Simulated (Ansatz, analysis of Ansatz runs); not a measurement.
**Monovacancy in Pd: vacancy formation, PBE**

Aim: the vacancy formation of the monovacancy in Pd, to be set beside the measurement. Set-up: PBE, 64-site cell, PBE lattice, 420 eV, k: 3x3x3 Gamma-centred, relaxed to 0.1 eV/A. The model is a cell of 64 host atoms with 1 Pd taken out. The formation energy is the energy of the cell with the vacancy less that of the same number of atoms in the perfect cell.

**The experiment.** Vacancy formation energy: 1.7 eV (quoted in “Nonuniversal structure of point defects in face-centered cubic metals”, 2021, Pui-Wai Ma and S. L. Dudarev, quoting earlier work (1991)). Vacancy formation energy: 1.85 eV (quoted in “Nonuniversal structure of point defects in face-centered cubic metals”, 2021, Pui-Wai Ma and S. L. Dudarev, quoting earlier work (1991)).

Main program and level: Ansatz 0.2.0; plane-wave PAW DFT, PBE; relaxation of all atoms of a defect supercell.

## 1. The starting structure

The cell holds 63 atoms: 63 Pd. Its edges and angles: a = 11.151 Å, b = 11.151 Å, c = 11.151 Å, α = 60.0°, β = 60.0°, γ = 60.0°. It derives from Pd (space group Fm-3m). Nearest the centre at fractional (0.500, 0.500, 0.500): Pd31 at 2.79 Å, Pd28 at 2.79 Å, Pd27 at 2.79 Å, Pd45 at 2.79 Å, Pd42 at 2.79 Å, Pd43 at 2.79 Å, Pd40 at 2.79 Å, Pd58 at 2.79 Å.

The host's primitive cell comes from a first run (plane-wave PAW DFT, PBE; relaxation of the host's cell and atoms): vectors of 2.788, 2.788 and 2.788 Å. That is 15.32 Å³ an atom, 3.9 % over the diffraction cell's volume. The supercell is built on it.

## 2. Relaxation, charge 0

Every later number rests on the structure around the defect, so the atoms are relaxed at the host's lattice first.

Contents of relax/input.yaml:

```yaml
relax:
  f_tol: 0.1
  max_steps: 80
  escape_saddle: false
crystal:
  lattice:
    - [0.0, 7.88503701, 7.88503701]
    - [7.88503701, 0.0, 7.88503701]
    - [7.88503701, 7.88503701, 0.0]
  atoms:
    - { symbol: Pd, position: [0.0, 0.0, 0.0] }
    - { symbol: Pd, position: [0.0, 0.0, 0.25] }
    - { symbol: Pd, position: [0.0, 0.0, 0.5] }
    - { symbol: Pd, position: [0.0, 0.0, 0.75] }
    - { symbol: Pd, position: [0.0, 0.25, 0.0] }
    - { symbol: Pd, position: [0.0, 0.25, 0.25] }
    - { symbol: Pd, position: [0.0, 0.25, 0.5] }
    - { symbol: Pd, position: [0.0, 0.25, 0.75] }
    - { symbol: Pd, position: [0.0, 0.5, 0.0] }
    - { symbol: Pd, position: [0.0, 0.5, 0.25] }
    - { symbol: Pd, position: [0.0, 0.5, 0.5] }
    - { symbol: Pd, position: [0.0, 0.5, 0.75] }
    - { symbol: Pd, position: [0.0, 0.75, 0.0] }
    - { symbol: Pd, position: [0.0, 0.75, 0.25] }
    - { symbol: Pd, position: [0.0, 0.75, 0.5] }
    - { symbol: Pd, position: [0.0, 0.75, 0.75] }
    - { symbol: Pd, position: [0.25, 0.0, 0.0] }
    - { symbol: Pd, position: [0.25, 0.0, 0.25] }
    - { symbol: Pd, position: [0.25, 0.0, 0.5] }
    - { symbol: Pd, position: [0.25, 0.0, 0.75] }
    - { symbol: Pd, position: [0.25, 0.25, 0.0] }
    - { symbol: Pd, position: [0.25, 0.25, 0.25] }
    - { symbol: Pd, position: [0.25, 0.25, 0.5] }
    - { symbol: Pd, position: [0.25, 0.25, 0.75] }
    - { symbol: Pd, position: [0.25, 0.5, 0.0] }
    - { symbol: Pd, position: [0.25, 0.5, 0.25] }
    - { symbol: Pd, position: [0.25, 0.5, 0.5] }
    - { symbol: Pd, position: [0.25, 0.5, 0.75] }
    - { symbol: Pd, position: [0.25, 0.75, 0.0] }
    - { symbol: Pd, position: [0.25, 0.75, 0.25] }
    - { symbol: Pd, position: [0.25, 0.75, 0.5] }
    - { symbol: Pd, position: [0.25, 0.75, 0.75] }
    - { symbol: Pd, position: [0.5, 0.0, 0.0] }
    - { symbol: Pd, position: [0.5, 0.0, 0.25] }
    - { symbol: Pd, position: [0.5, 0.0, 0.5] }
    - { symbol: Pd, position: [0.5, 0.0, 0.75] }
    - { symbol: Pd, position: [0.5, 0.25, 0.0] }
    - { symbol: Pd, position: [0.5, 0.25, 0.25] }
    - { symbol: Pd, position: [0.5, 0.25, 0.5] }
    - { symbol: Pd, position: [0.5, 0.25, 0.75] }
    - { symbol: Pd, position: [0.5, 0.5, 0.0] }
    - { symbol: Pd, position: [0.5, 0.5, 0.25] }
    - { symbol: Pd, position: [0.5, 0.5, 0.75] }
    - { symbol: Pd, position: [0.5, 0.75, 0.0] }
    - { symbol: Pd, position: [0.5, 0.75, 0.25] }
    - { symbol: Pd, position: [0.5, 0.75, 0.5] }
    - { symbol: Pd, position: [0.5, 0.75, 0.75] }
    - { symbol: Pd, position: [0.75, 0.0, 0.0] }
    - { symbol: Pd, position: [0.75, 0.0, 0.25] }
    - { symbol: Pd, position: [0.75, 0.0, 0.5] }
    - { symbol: Pd, position: [0.75, 0.0, 0.75] }
    - { symbol: Pd, position: [0.75, 0.25, 0.0] }
    - { symbol: Pd, position: [0.75, 0.25, 0.25] }
    - { symbol: Pd, position: [0.75, 0.25, 0.5] }
    - { symbol: Pd, position: [0.75, 0.25, 0.75] }
    - { symbol: Pd, position: [0.75, 0.5, 0.0] }
    - { symbol: Pd, position: [0.75, 0.5, 0.25] }
    - { symbol: Pd, position: [0.75, 0.5, 0.5] }
    - { symbol: Pd, position: [0.75, 0.5, 0.75] }
    - { symbol: Pd, position: [0.75, 0.75, 0.0] }
    - { symbol: Pd, position: [0.75, 0.75, 0.25] }
    - { symbol: Pd, position: [0.75, 0.75, 0.5] }
    - { symbol: Pd, position: [0.75, 0.75, 0.75] }
basis:
  ecutwfc: 420
  xc_grid: 2
hamiltonian:
  xc: pbe
kpoints:
  mp_grid: { grid: [3, 3, 3] }
scf:
  occupations: { method: methfessel_paxton, width: 0.1 }
  max_iter: 120
output:
  forces: true
checkpoint:
  write: "../relax.run"
  compress: false
  write_wavefunctions: true
  write_every: 100000
```

The run is started by

```console
$ ansatz run input.yaml --threads 8 --pin off --max-ram 14131MiB --backend cpu --events-out ev --progress --plain --runs-dir out
```

Numbers of over 12 decimals in the logs are rounded to 6 here.

Log:

```text
[... repeated set-up lines and file paths are left out, and long positions are rounded to six places ...]
Engine: ansatz 0.2.0, aarch64-unknown-linux-gnu
Pseudopotentials: kind: paw
Pseudopotential: Pd, paw, valence charge 18, recommended cutoff 420 eV (normal), Pd.paw.azcp
Functional definition: PBE
  parameter kappa = 0.804
  parameter beta = 0.066725
  exchange = pbe_x(kappa = kappa, mu = beta*pi^2/3)
  correlation = pbe_c(beta = beta)
Crystal: 63 atoms, lattice volume = 980.486 Å³
Basis set: ecut = 420 eV, 19195 PW (Γ), exchange–correlation on 150×150×150 points (8 copies of the dense FFT grid, shifted against one another)
Bands: 681, of which v1, the nominal top of the filled ones, is band 567 counted from 1 (566 counted from 0)
Symmetry: 48 space group operations
Space group: Fm-3m (ITA 225), of the structure as read, at distance tolerance 9.9e-5 Å
k-points: 4 of 27
Non-local potential: Pd, projectors of the file, l = 0: 2, l = 1: 2, l = 2: 2, l = 3: 1
PAW form: soft (Blöchl's): semilocal exchange-correlation on the pseudo side does not see the compensation charge
PAW one-centre angular grid: Pd, 590 points (default); XC on 64 Gauss nodes
Initial density: superposition of atomic densities (neutral atoms: chi_scale 0, normalization atom), corrected by the library's trained network
Initial wavefunctions: pseudopotential atomic-orbital guess
Functional: x = pbe(κ = 0.804, μ = 0.219515), c = pbe(β = 0.066725)
SCF iter   1: F=—  HF=-439288.255989 eV  |F-HF|=—  |Δ(HF+E_count)|=         —  Δρ=6.52e-3  dr2=2.23e-1  ethr=1.77e-3  ⟨swp⟩=5.0  Hψ=9377  notcnv=0  defer=190
preconditioner: auto → Kerker (q_TF=auto, 2.795 Å⁻¹)  [metal: Δε(μ)=0.007 eV  Ē_g=8.154 eV  σ=0.100 eV  W_gap=0.06  n_scr=338 (ndim 8)  ℏωp=29.8 eV  f_vac=0.007  D(μ)=188.02/eV (n_scr^D=3382)]
SCF iter   2: F=—  HF=-439288.256406 eV  |F-HF|=—  |Δ(HF+E_count)|=   4.17e-4  S|Δr|=    0.00e0  Δρ=3.30e-3  dr2=6.40e-2  ethr=1.97e-5  ⟨swp⟩=1.0  Hψ=3136  notcnv=0  defer=219
SCF iter   3: F=—  HF=-439288.260809 eV  |F-HF|=—  |Δ(HF+E_count)|=   4.40e-3  S|Δr|=    0.00e0  Δρ=3.58e-4  dr2=6.30e-3  ethr=5.64e-6  ⟨swp⟩=1.5  Hψ=2513  notcnv=0  defer=219
SCF iter   4: F=—  HF=-439288.260769 eV  |F-HF|=—  |Δ(HF+E_count)|=   3.98e-5  S|Δr|=    0.00e0  Δρ=1.60e-4  dr2=1.23e-3  ethr=5.56e-7  ⟨swp⟩=1.8  Hψ=2733  notcnv=0  defer=219
SCF iter   5: F=—  HF=-439288.260761 eV  |F-HF|=—  |Δ(HF+E_count)|=   8.14e-6  S|Δr|=    0.00e0  Δρ=7.13e-5  dr2=1.94e-4  ethr=1.09e-7  ⟨swp⟩=2.0  Hψ=3498  notcnv=0  defer=219
SCF iter   6: F=-439288.260756 eV  HF=-439288.260767 eV  |F-HF|=1.02e-5  |Δ(HF+E_count)|=   5.70e-6  S|Δr|=    0.00e0  Δρ=3.65e-5  dr2=3.25e-5  ethr=8.82e-9  ⟨swp⟩=2.0  Hψ=6620  notcnv=0
SCF 1 converged in 6 iterations: F = -439288.260756 eV  dr2 = 3.25e-5
  greatest PAW one-centre occupation: 0.999 electrons in one spin orbital (limit 2), on the Pd atom at site 32 (counted from 0), in its partial waves of l = 0
relax step   1: F+E_penalty+E_count = -439288.26075640 eV  Δ(F+E_penalty+E_count) = +0.000e0 eV  max|allowed force component| = 2.573e-1 eV/Å  Δτ_max = 0.0000 Å  (6 SCF iters, dr2 threshold 1.00e-4 eV, accepted)
[... the SCF cycles and remarks between the steps are left out from here to the last step ...]
relax step   2: F+E_penalty+E_count = -439288.37945835 eV  Δ(F+E_penalty+E_count) = -1.187e-1 eV  max|allowed force component| = 1.129e-1 eV/Å  Δτ_max = 0.0657 Å  (10 SCF iters, accepted)
SCF iter   1: F=—  HF=-439288.391621 eV  |F-HF|=—  |Δ(HF+E_count)|=         —  Δρ=1.48e-3  dr2=3.55e-2  ethr=3.45e-5  ⟨swp⟩=4.8  Hψ=6292  notcnv=0  defer=100
SCF iter   2: F=—  HF=-439288.389264 eV  |F-HF|=—  |Δ(HF+E_count)|=   2.36e-3  S|Δr|=    0.00e0  Δρ=8.11e-4  dr2=1.22e-2  ethr=3.13e-6  ⟨swp⟩=1.0  Hψ=3136  notcnv=0  defer=99
SCF iter   3: F=—  HF=-439288.388054 eV  |F-HF|=—  |Δ(HF+E_count)|=   1.21e-3  S|Δr|=    0.00e0  Δρ=1.11e-4  dr2=3.86e-4  ethr=1.08e-6  ⟨swp⟩=2.0  Hψ=3575  notcnv=0  defer=99
SCF iter   4: F=—  HF=-439288.387995 eV  |F-HF|=—  |Δ(HF+E_count)|=   5.84e-5  S|Δr|=    0.00e0  Δρ=3.43e-5  dr2=1.15e-5  ethr=3.41e-8  ⟨swp⟩=1.0  Hψ=2352  notcnv=0  defer=99
SCF iter   5: F=—  HF=-439288.390298 eV  |F-HF|=—  |Δ(HF+E_count)|=   2.30e-3  S|Δr|=    0.00e0  Δρ=1.55e-5  dr2=1.43e-5  ethr=1.01e-9  ⟨swp⟩=2.0  Hψ=3671  notcnv=0  defer=99
SCF iter   6: F=—  HF=-439288.390297 eV  |F-HF|=—  |Δ(HF+E_count)|=   3.72e-7  S|Δr|=    0.00e0  Δρ=4.44e-6  dr2=1.29e-6  ethr=1.01e-9  ⟨swp⟩=1.0  Hψ=2352  notcnv=0  defer=99
SCF iter   7: F=-439288.390297 eV  HF=-439288.390297 eV  |F-HF|=1.81e-8  |Δ(HF+E_count)|=   5.19e-8  S|Δr|=    0.00e0  Δρ=1.57e-6  dr2=3.09e-8  ethr=8.82e-12  ⟨swp⟩=2.0  Hψ=7966  notcnv=0
SCF 3 converged in 7 iterations: F = -439288.390297 eV  dr2 = 3.09e-8
relax step   3: F+E_penalty+E_count = -439288.39029709 eV  Δ(F+E_penalty+E_count) = -1.084e-2 eV  max|allowed force component| = 3.384e-3 eV/Å  Δτ_max = 0.0124 Å  (7 SCF iters, accepted)
NSCF: frozen V_eff on 4 k-points
the band table was solved once a step of the walk had ended and its energy, with any forces and stress, was formed, with the checks that follow a solve (8312 applications of the Hamiltonian). They found nothing against the state; [...]
SCF converged after 7 iterations
Stability not checked: this state was not tested for a lower state beside it, because cold or Methfessel-Paxton smearing, or corrected tetrahedra, fill the levels in a way that the test cannot read (fill_not_monotonic; see scf.lower_state_search)
Free energy (F): -439288.390297 eV
Harris-Foulkes:  -439288.390297 eV  (|F-HF|=1.81e-8)
Internal energy: -439288.304662 eV  (E = F + TS)
E sigma→0 (E₀):  -439288.368888 eV
Entropy (-TS):   -0.085635 eV (-1.359 meV/atom)
Fermi energy:    18.397885 eV
Step filling:    the computed levels leave a gap of 0.0038 eV = 0.0 smearing widths at the electron count; against every level under it full and every level over it empty, smearing changes F+E_penalty+E_count by -54.475 meV and its σ→0 estimate by -33.067 meV
--- Per-component energies (eV) ---
  E_band       = -9995.858104
  E_kinetic    = 32314.810086
  E_local      = -116471.593971  (includes V_loc(G=0)·N_el)
  E_nonlocal   = 13680.936909
  E_hartree    = 47267.502766
  E_xc         = -10609.134989
  E_vxc        = -13308.470619  (∫ρ·V_xc dr)
  E_paw        = -236260.101690  (= ΣΔE_a)
  E_vpaw       = -20746.564193  (= ΣTr[D̂ρ^β])
  E_aug_tail   = 0.012489  (compensation charges beyond the density's cutoff)
  E_ewald      = -169210.736261
  E_smearing   = -0.085635  (= −TS)
  E_closure    = -0.000000  (closes the sum)
  Σ components = -439288.390297   (vs F -439288.390297, Δ=0.00e0)
--- Forces (eV/Å), atoms counted from 1 ---
  atom   1  Pd     0.00000000    -0.00000000     0.00000000
  atom   2  Pd     0.00338397     0.00338397    -0.00000000
  [... 24 atoms left out ...]
  atom  27  Pd     0.00000000     0.00064284     0.00064284
  atom  28  Pd    -0.00064284     0.00000000     0.00064284
  [... 2 atoms left out ...]
  atom  31  Pd    -0.00064284     0.00064284     0.00000000
  [... 7 atoms left out ...]
  atom  39  Pd     0.00064284    -0.00000000     0.00064284
  atom  40  Pd    -0.00000000    -0.00064284     0.00064284
  [... 1 atom left out ...]
  atom  42  Pd     0.00064284     0.00064284     0.00000000
  atom  43  Pd    -0.00064284    -0.00064284    -0.00000000
  [... 1 atom left out ...]
  atom  45  Pd     0.00000000     0.00064284    -0.00064284
  [... 8 atoms left out ...]
  atom  54  Pd     0.00064284    -0.00064284     0.00000000
  [... 2 atoms left out ...]
  atom  57  Pd     0.00064284    -0.00000000    -0.00064284
  [... 6 atoms left out ...]
  max |Σ_I F_I| component: 1.03e-17 eV/Å
--- Band table (eV) ---
  k-point 0: bands = ["-65.5912", "-65.5745", "-65.5681", "-65.5681", [... 673 left out ...] "29.7984", "29.7984", "29.7984", "30.6577"]
  k-point 1: bands = ["-65.5907", "-65.5740", "-65.5703", "-65.5681", [... 673 left out ...] "29.6559", "29.6559", "29.6749", "29.7122"]
  [... further k-points left out ...]
--- Relaxed structure (3 steps of the walk, 3 accepted, 0 SCFs on fresh bases) ---
  F+E_penalty+E_count = -439288.39029709 eV   max|allowed force component| = 3.384e-3 eV/Å
  atoms:
    - { symbol: Pd, position: [-1.5125133695904553e-19, 0, 0] }
    - { symbol: Pd, position: [0, 0, 0.250150] }
    [... 24 atoms left out ...]
    - { symbol: Pd, position: [0.254841, 0.5, 0.5] }
    - { symbol: Pd, position: [0.254841, 0.500000, 0.745159] }
    [... 2 atoms left out ...]
    - { symbol: Pd, position: [0.254841, 0.745159, 0.500000] }
    [... 7 atoms left out ...]
    - { symbol: Pd, position: [0.5, 0.254841, 0.5] }
    - { symbol: Pd, position: [0.500000, 0.254841, 0.745159] }
    [... 1 atom left out ...]
    - { symbol: Pd, position: [0.5, 0.5, 0.254841] }
    - { symbol: Pd, position: [0.5, 0.5, 0.745159] }
    [... 1 atom left out ...]
    - { symbol: Pd, position: [0.500000, 0.745159, 0.254841] }
    [... 8 atoms left out ...]
    - { symbol: Pd, position: [0.745159, 0.254841, 0.500000] }
    [... 2 atoms left out ...]
    - { symbol: Pd, position: [0.745159, 0.500000, 0.254841] }
    [... 6 atoms left out ...]
```

Elapsed: 3.5 min, on 8 threads of Arm Neoverse N1, shared host; peak memory 9.3 GiB.

The steps of the relaxation:

```tsv
step	energy less that of the first step (eV)	largest force component (eV/Å)
1	0.0000	0.2573
2	-0.1187	0.1129
3	-0.1295	0.0034
```

The run keeps the 48 symmetry operations that it works with, so distortions that break them were not tested.

The atoms that moved most (Å):

```tsv
atom	dx	dy	dz	length
Pd27	0.000	0.038	0.038	0.054
Pd39	0.038	0.000	0.038	0.054
Pd42	0.038	0.038	0.000	0.054
Pd45	0.000	0.038	-0.038	0.054
Pd57	0.038	0.000	-0.038	0.054
Pd28	-0.038	0.000	0.038	0.054
Pd31	-0.038	0.038	0.000	0.054
Pd54	0.038	-0.038	0.000	0.054
```

Neighbours of the ideal centre at the end:

```tsv
atom	distance (Å)
Pd27	2.734
Pd39	2.734
Pd42	2.734
Pd45	2.734
Pd57	2.734
Pd28	2.734
Pd31	2.734
Pd54	2.734
Pd40	2.734
Pd43	2.734
Pd46	2.734
Pd58	2.734
```

This step gave:

```yaml
free_energy: -439288.3903 eV
smearing_term_ts: 0.08563 eV
```

The relaxation ends 2.1 meV an atom lower, with a largest force component of 0.0034 eV/Å.

## 3. Defect-free supercell

The perfect cell is run with the same cutoff and k-points as the defect cell, so that sampling errors largely cancel in the difference.

This step: plane-wave PAW DFT, PBE; single point of the defect-free supercell.

System of this step: The cell holds 64 atoms: 64 Pd. Cell: a = 11.151 Å, b = 11.151 Å, c = 11.151 Å, α = 60.0°, β = 60.0°, γ = 60.0°.

Contents of host/input.yaml:

```yaml
crystal:
  lattice:
    - [0.0, 7.8850370148, 7.8850370148]
    - [7.8850370148, 0.0, 7.8850370148]
    - [7.8850370148, 7.8850370148, 0.0]
  atoms:
    - { symbol: Pd, position: [0.0, 0.0, 0.0] }
    - { symbol: Pd, position: [0.0, 0.0, 0.25] }
    - { symbol: Pd, position: [0.0, 0.0, 0.5] }
    - { symbol: Pd, position: [0.0, 0.0, 0.75] }
    - { symbol: Pd, position: [0.0, 0.25, 0.0] }
    - { symbol: Pd, position: [0.0, 0.25, 0.25] }
    - { symbol: Pd, position: [0.0, 0.25, 0.5] }
    - { symbol: Pd, position: [0.0, 0.25, 0.75] }
[... 50 atom lines left out ...]
    - { symbol: Pd, position: [0.75, 0.5, 0.5] }
    - { symbol: Pd, position: [0.75, 0.5, 0.75] }
    - { symbol: Pd, position: [0.75, 0.75, 0.0] }
    - { symbol: Pd, position: [0.75, 0.75, 0.25] }
    - { symbol: Pd, position: [0.75, 0.75, 0.5] }
    - { symbol: Pd, position: [0.75, 0.75, 0.75] }
basis:
  ecutwfc: 420
  xc_grid: 2
hamiltonian:
  xc: pbe
kpoints:
  mp_grid: { grid: [3, 3, 3] }
scf:
  occupations: { method: methfessel_paxton, width: 0.1 }
  max_iter: 120
output:
  forces: true
```

Log:

```text
[...]
Crystal: 64 atoms, lattice volume = 980.486 Å³
Basis set: ecut = 420 eV, 19195 PW (Γ), exchange–correlation on 150×150×150 points (8 copies of the dense FFT grid, shifted against one another)
Bands: 640, of which v1, the nominal top of the filled ones, is band 576 counted from 1 (575 counted from 0)
Symmetry: 3072 space group operations
[...]
k-points: 4 of 27
[...]
SCF iter   1: F=—  HF=-446262.491193 eV  |F-HF|=—  |Δ(HF+E_count)|=         —  Δρ=5.66e-3  dr2=6.74e-2  ethr=1.77e-3  ⟨swp⟩=5.0  Hψ=8760  notcnv=0  defer=39
[...]
SCF iter   6: F=-446262.501883 eV  HF=-446262.501883 eV  |F-HF|=4.89e-9  |Δ(HF+E_count)|=   4.33e-7  S|Δr|=    0.00e0  Δρ=3.41e-6  dr2=9.27e-8  ethr=8.51e-11  ⟨swp⟩=3.0  Hψ=5507  notcnv=0
SCF 1 converged in 6 iterations: F = -446262.501883 eV  dr2 = 9.27e-8
[...]
SCF converged after 6 iterations
[...]
Free energy (F): -446262.501883 eV
[...]
Internal energy: -446262.384708 eV  (E = F + TS)
E sigma→0 (E₀):  -446262.472589 eV
Entropy (-TS):   -0.117174 eV (-1.831 meV/atom)
Fermi energy:    18.787591 eV
[...]
```

The job ended after 42 s (8 threads; peak memory 8.9 GiB; 5.4 min of CPU time).

Reading the cycles: dr2 is the Hartree energy of the density residual (eV), the measure of convergence; HF is the Harris–Foulkes estimate of the energy, which meets the free energy F at convergence.

Numbers from this step:

| Item | Value |
| --- | --- |
| free energy | -446262.5019 eV |
| smearing term TS | 0.1172 eV |

## 4. Results

* energy gained by relaxing the atoms: 0.13 eV
* vacancy formation energy at fixed volume, 0 K: 1.25 eV
* time of the whole chain: 4.2 min on 8 threads

What this shows: Vacancy formation energy: computed 1.25 eV, measured 1.7 eV and 1.85 eV; 0.45 eV below the nearest measurement. The calculation is for 0 K; measured enthalpies come from near the melting point and hold vibrational and anharmonic parts. Semilocal functionals misjudge the energy of a vacancy's internal surface; LDA and PBEsol usually give larger values than PBE.

[Logs are printed without paths, hosts, clocks, repeated set-up lines and the standing remarks that a program may print on its own settings, such as how far it seeks lower states.]

[Hosts, paths, dates, database ids (printed as entryN), source tags and the programs' standing remarks are cut or masked in the printed files.]

[For some hosts the program warned that the k-mesh of the response run may be too coarse for force constants and the static dielectric constant; such warnings are not shown here.]
